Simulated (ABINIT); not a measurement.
# Quasiparticle gap of BP (F-43m) in ABINIT, part 3 of 3

Aim: the G0W0 gap of BP (F-43m) on PBE, step by step.

ABINIT 10.8.3; PBE and many-body steps on it, plane waves. Known limits of the many-body steps: not at the basis limit; coarse k mesh.

So far. Step 3 (Bands along the symmetry lines): The gap is 1.260 eV, −0.020 eV from the run before at this level. Step 4 (Empty states on the mesh, 4×4×4 mesh, 21 bands): On this mesh the gap is 1.347 eV. The earlier step found 1.280 eV, so this mesh misses an edge.

### 5. Screening, 4×4×4 mesh, 17 bands, screening to 87.1 eV

The RPA dielectric matrix is built and inverted for each q.

This step: RPA screening on PBE, plane waves, norm-conserving pseudopotentials.

run.abi

```
acell 3*1.0 Angstrom
rprim 
  0.000000000000 2.269000000000 2.269000000000
  2.269000000000 0.000000000000 2.269000000000
  2.269000000000 2.269000000000 0.000000000000
ntypat 2
znucl 5 15
natom 2
typat 1 2
xred 
  0.000000000000 0.000000000000 0.000000000000
  0.250000000000 0.250000000000 0.250000000000
pp_dirpath "pseudos"
pseudos "B.upf, P.upf"
ecut 34
ngkpt 4 4 4
nshiftk 1
shiftk 0 0 0
kptopt 1
chksymbreak 0
istwfk *1
occopt 1
irdwfk 1
optdriver 3
nband 17
ecuteps 3.2
inclvkb 2
awtr 1
symchi 1
indata_prefix "in"
outdata_prefix "out"
tmpdata_prefix "tmp"
```

On the command line:

```bash
OMP_NUM_THREADS=1 mpirun -n 4 abinit run.abi > log
```

Numbers of over 12 decimals in the logs are rounded to 6 here.

The log of the run:

```text
.Version 10.8.3 of ABINIT. v10.8.2 released Aug 2026.

 Symmetries : space group F-4 3 m (#216); Bravais cF (face-center cubic)
[... echo of the input left out ...]
== DATASET  1 ==================================================================
-   mpi_nproc: 4, omp_nthreads: 1 (-1 if OMP is not activated)

--- !DatasetInfo
iteration_state: {dtset: 1, }
dimensions: {natom: 2, nkpt: 8, mband: 17, nsppol: 1, nspinor: 1, nspden: 1, mpw: 1524, }
cutoff_energies: {ecut:  34.0, pawecutdg:  -1.0, }
electrons: {nelect:   8.00000000E+00, charge:   0.00000000E+00, occopt:   1.00000000E+00, tsmear:   1.00000000E-02, }

 SCREENING: Calculation of the susceptibility and dielectric matrices

 Based on a program developped by R.W. Godby, V. Olevano, G. Onida, and L. Reining.
 Incorporated in ABINIT by V. Olevano, G.-M. Rignanese, and M. Torrent.
.Using double precision arithmetic ; gwpc =  8

[... cell and pseudopotentials left out ...]
--------------------------------------------------------------------------------

 ==== K-mesh for the wavefunctions ====
 Number of points in the irreducible wedge :     8
[... list of points left out ...]
 Together with 24 symmetry operations and time-reversal symmetry
 yields    64 points in the full Brillouin Zone.

 ==== Q-mesh for the screening function ====
 Number of points in the irreducible wedge :     8
[... list of points left out ...]
 Together with 24 symmetry operations and time-reversal symmetry
 yields    64 points in the full Brillouin Zone.

 setmesh: FFT mesh size selected  =    24x   24x   24
          total number of points  =        13824

 vcoul_init : cutoff-mode = AUXILIARY_FUNCTION
 q-points for optical limit:   1
     1)      0.000010    0.000020    0.000030

- screening: taking advantage of time-reversal symmetry
- Maximum band index for partially occupied states nbvw = 4
- Remaining bands to be divided among processors   nbcw = 13
- Number of bands treated by each node ~3

 Number of electrons calculated from density =    8.0000; Expected =    8.0000
 average of density, n =  0.050741
 r_s =    1.6757
 omega_plasma =   21.7288 [eV]

 calculating chi0 at frequencies [eV] :
  1    0.000000E+00    0.000000E+00
  2    0.000000E+00    2.172879E+01

--------------------------------------------------------------------------------
  q-point number  1        q = ( 0.000000, 0.000000, 0.000000) [r.l.u.]
--------------------------------------------------------------------------------
[... chi0 elements left out ...]
 For q-point:  0.000010 0.000020 0.000030
  dielectric constant =  12.8377
  dielectric constant without local fields =  13.9002

  Average fulfillment of the sum rule on Im[epsilon] for q-point    1 :     36.43  [%]
[... wings left out ...]
  q-point number  2        q = ( 0.250000, 0.000000, 0.000000) [r.l.u.]
--------------------------------------------------------------------------------
[... chi0 elements left out ...]
  Average fulfillment of the sum rule on Im[epsilon] for q-point    2 :     73.45  [%]

 [... 6 further q-points ...]
```

Run time: 2.4 s. Hardware: 4 MPI ranks of Intel Xeon Platinum 8559C (Emerald Rapids), shared host; peak memory 0.09 GiB.

This step gave:

- ε∞ with local fields, on this mesh, along the program's q direction: 12.84
- the same without local fields: 13.90
- plasma frequency: 21.73 eV
- plane waves in the screening matrix: 51

Local fields lower ε∞ by 8 %. On a Γ-centred mesh this coarse the value itself is usually too large, while a short band sum pulls it down.

### 6. Self-energy, 4×4×4 mesh, 17 bands, screening to 87.1 eV

The self-energy is evaluated for the states that the input lists, and the levels follow from it, in one-shot runs by the linearised quasiparticle equation.

This step: G0W0 on PBE, plane waves, norm-conserving pseudopotentials.

run.abi, as its differences from that of step 5:

```diff
@@ -23,8 +23,17 @@
 irdwfk 1
-optdriver 3
+optdriver 4
 nband 17
+gwcalctyp 0
+ecutsigx 34
+symsigma 1
+nkptgw 2
+kptgw 
+  0.0000000000 0.0000000000 0.0000000000
+  0.5000000000 0.5000000000 0.0000000000
+bdgw 
+  2 7
+  3 6
 ecuteps 3.2
-inclvkb 2
-awtr 1
-symchi 1
+irdscr 1
+ppmodel 1
 indata_prefix "in"
```

The log of the run:

```text
.Version 10.8.3 of ABINIT. v10.8.2 released Aug 2026.

 Symmetries : space group F-4 3 m (#216); Bravais cF (face-center cubic)
[... echo of the input left out ...]
== DATASET  1 ==================================================================
-   mpi_nproc: 4, omp_nthreads: 1 (-1 if OMP is not activated)

--- !DatasetInfo
iteration_state: {dtset: 1, }
dimensions: {natom: 2, nkpt: 8, mband: 17, nsppol: 1, nspinor: 1, nspden: 1, mpw: 1524, }
cutoff_energies: {ecut:  34.0, pawecutdg:  -1.0, }
electrons: {nelect:   8.00000000E+00, charge:   0.00000000E+00, occopt:   1.00000000E+00, tsmear:   1.00000000E-02, }

 SIGMA: Calculation of the GW corrections

 Based on a program developped by R.W. Godby, V. Olevano, G. Onida, and L. Reining.
 Incorporated in ABINIT by V. Olevano, G.-M. Rignanese, and M. Torrent.
.Using double precision arithmetic ; gwpc =  8

[... cell and pseudopotentials left out ...]
--------------------------------------------------------------------------------

 ==== K-mesh for the wavefunctions ====
 Number of points in the irreducible wedge :     8
[... list of points left out ...]
 Together with 24 symmetry operations and time-reversal symmetry
 yields    64 points in the full Brillouin Zone.

 ==== Q-mesh for screening function ====
 Number of points in the irreducible wedge :     8
[... list of points left out ...]
 Together with 24 symmetry operations and time-reversal symmetry
 yields    64 points in the full Brillouin Zone.

 vcoul_init : cutoff-mode = AUXILIARY_FUNCTION
 q-points for optical limit:   1
     1)      0.000010    0.000020    0.000030
 setmesh: FFT mesh size selected  =    32x   32x   32
          total number of points  =        32768

 Number of electrons calculated from density =    8.0000; Expected =    8.0000
 average of density, n =  0.050741
 r_s =    1.6757
 omega_plasma =   21.7288 [eV]

 === KS Band Gaps ===
  >>>> For spin  1
   Minimum direct gap =   3.4068 [eV], located at k-point      :   0.0000  0.0000  0.0000
   Fundamental gap    =   1.3473 [eV], Top of valence bands at :   0.0000  0.0000  0.0000
                                       Bottom of conduction at :   0.5000  0.5000  0.0000
 SIGMA fundamental parameters:
 PLASMON POLE MODEL  1
 number of plane-waves for SigmaX                 1459
 number of plane-waves for SigmaC and W             51
 number of plane-waves for wavefunctions          1459
 number of bands                                    17
 number of independent spin polarizations            1
 number of spinorial components                      1
 number of k-points in IBZ                           8
 number of q-points in IBZ                           8
 number of symmetry operations                      24
 number of k-points in BZ                           64
 number of q-points in BZ                           64
 number of frequencies for dSigma/dE                 9
 frequency step for dSigma/dE [eV]                0.25
 number of omega for Sigma on real axis              0
 max omega for Sigma on real axis  [eV]           0.00
 zcut for avoiding poles [eV]                     0.10

 EPSILON^-1 parameters (SCR file):
 dimension of the eps^-1 matrix on file             51
 dimension of the eps^-1 matrix used                51
 number of plane-waves for wavefunctions          1459
 number of bands                                    17
 number of q-points in IBZ                           8
 number of frequencies                               2
 number of real frequencies                          1
 number of imag frequencies                          1

 matrix elements of self-energy operator (all in [eV])

 Perturbative Calculation

--- !SelfEnergy_ee
iteration_state: {dtset: 1, }
kpoint     : [   0.000,    0.000,    0.000, ]
spin       : 1
KS_gap     :    3.407
QP_gap     :    4.203
Delta_QP_KS:    0.796
data: !SigmaeeData |
     Band     E0 <VxcDFT>   SigX SigC(E0)      Z dSigC/dE  Sig(E)    E-E0       E
        2   7.266 -13.315 -15.260   2.271   0.801  -0.249 -13.054   0.261   7.526
        3   7.266 -13.315 -15.260   2.271   0.801  -0.249 -13.054   0.261   7.526
        4   7.266 -13.315 -15.260   2.271   0.801  -0.249 -13.054   0.261   7.526
        5  10.672 -12.021  -7.049  -3.656   0.803  -0.246 -10.964   1.057  11.729
        6  10.672 -12.021  -7.049  -3.656   0.803  -0.246 -10.964   1.057  11.729
        7  10.672 -12.021  -7.049  -3.656   0.803  -0.246 -10.964   1.057  11.729

--- !SelfEnergy_ee
iteration_state: {dtset: 1, }
kpoint     : [   0.500,    0.500,    0.000, ]
spin       : 1
KS_gap     :    5.461
QP_gap     :    6.329
Delta_QP_KS:    0.868
data: !SigmaeeData |
     Band     E0 <VxcDFT>   SigX SigC(E0)      Z dSigC/dE  Sig(E)    E-E0       E
        3   3.152 -12.501 -16.052   3.429   0.780  -0.282 -12.596  -0.095   3.057
        4   3.152 -12.501 -16.052   3.429   0.780  -0.282 -12.596  -0.095   3.057
        5   8.613 -10.805  -6.333  -3.522   0.813  -0.230 -10.032   0.773   9.386
        6   8.933 -10.660  -6.086  -3.559   0.818  -0.223  -9.830   0.830   9.763

== END DATASET(S) ==============================================================
================================================================================

 -outvars: echo values of variables after computation  --------
           etotal      0.0000000000E+00
            nband          17
             nkpt           8
          spgroup         216
 [... the other variables as echoed above ...]

 Calculation completed.
```

The job ended after 2.8 s (4 MPI ranks; peak memory 0.1 GiB; 10 s of CPU time).

Numbers from this step:

```
G0W0 gap on the points computed              : 1.860 eV
starting gap on the mesh                     : 1.347 eV
k of the valence top                         : 0, 0, 0
k of the conduction bottom                   : 0.5, 0.5, 0
Z at the valence top                         : 0.801
Z at the conduction bottom                   : 0.813
least direct G0W0 gap on the computed points : 4.203 eV
```

The gap on the mesh goes from 1.35 eV to 1.86 eV, a correction of +0.51 eV. The start differs from the 1.28 eV found before because the two sample other k points.

Limits: finite bands, cutoff and mesh; coarse k mesh. v1 is the top filled band, c1 the lowest empty one. The levels before and after the correction (eV, zero at the valence-band top of each column):

```
           conduction bottom  valence top
Kohn-Sham               1.35         0.00
     G0W0               1.86         0.00
```

```
                       level  energy (eV)
Kohn-Sham            Γ v3-v1        0.000
Kohn-Sham            Γ c1-c3        3.407
Kohn-Sham  (0.5 0.5 0) v2-v1       -4.114
Kohn-Sham     (0.5 0.5 0) c1        1.347
Kohn-Sham     (0.5 0.5 0) c2        1.667
     G0W0            Γ v3-v1        0.000
     G0W0            Γ c1-c3        4.203
     G0W0  (0.5 0.5 0) v2-v1       -4.469
     G0W0     (0.5 0.5 0) c1        1.860
     G0W0     (0.5 0.5 0) c2        2.237
```

### 7. Where the time went

Times are wall times on 4 MPI ranks of Intel Xeon Platinum 8559C (Emerald Rapids), shared host, good to a factor of about two.

```
                          step   time  share  memory (GiB)
                  ground state  3.7 s   25 %          0.29
bands along the symmetry lines  3.5 s   24 %          0.27
      empty states on the mesh  2.2 s   15 %          0.07
                     screening  2.4 s   16 %          0.09
                   self-energy  2.8 s   19 %           0.1
```

### 8. Summary of results

* PBE gap: 1.26 eV, indirect
* G0W0 gap on the mesh: 1.86 eV
* G0W0 gap over the zone (rigid shift): 1.77 eV
* GW settings: 4×4×4 mesh, 17 bands, screening to 87.1 eV, Godby-Needs plasmon pole
* known limits: not at the basis limit; coarse k mesh

In words: G0W0 moves the gap on the mesh from 1.35 eV to 1.86 eV (+0.51 eV), with Z of 0.80 and 0.81 at the edges. The mesh misses the band edges by 0.09 eV in all; a rigid shift gives 1.77 eV for the zone. Local fields lower the RPA ε∞ on this mesh from 13.90 to 12.84; a Γ-centred mesh this coarse tends to raise both, most where the direct gap is narrow, while a short band sum lowers them. Only 2 of the mesh's irreducible points were corrected, so a valley elsewhere could overtake. Bands and cutoff are finite, so the gap is not at the basis limit. The miss can reach some tenths of an eV and take either sign; the mesh is an error of its own. In the G0W0 run levels were corrected at 2 k points alone, so a gap called «on the mesh» is the least over those, and an edge elsewhere would be missed. A denser mesh or path gives a starting gap of 1.26 eV: the GW mesh misses a band edge, so its gaps are not the fundamental one. The 4×4×4 mesh is coarse for this cell, which bears on the long-range parts of exchange and screening.

[Paths, hosts, dates, memory and timing lines, banners, echoed tables and standing remarks are left out of the program output.]

[Logs are printed without paths, hosts, clocks, repeated set-up lines and the standing remarks that a program may print on its own settings, such as how far it seeks lower states.]

[Runs of the session that timed out or met a known fault of the program may be left out.]

[Hosts, paths, dates, database ids (printed as entryN), source tags and the programs' standing remarks are cut or masked in the printed files.]

[G0W0 gaps are taken among the corrected bands and points alone; a level outside them can change the order at an edge.]

[Where Ansatz stands beside ABINIT at settings called matched, ABINIT's density can come from a denser mesh and the files from another edition; pairs whose starting gaps differed by over 0.03 eV were left out, so agreement reads better than it is.]
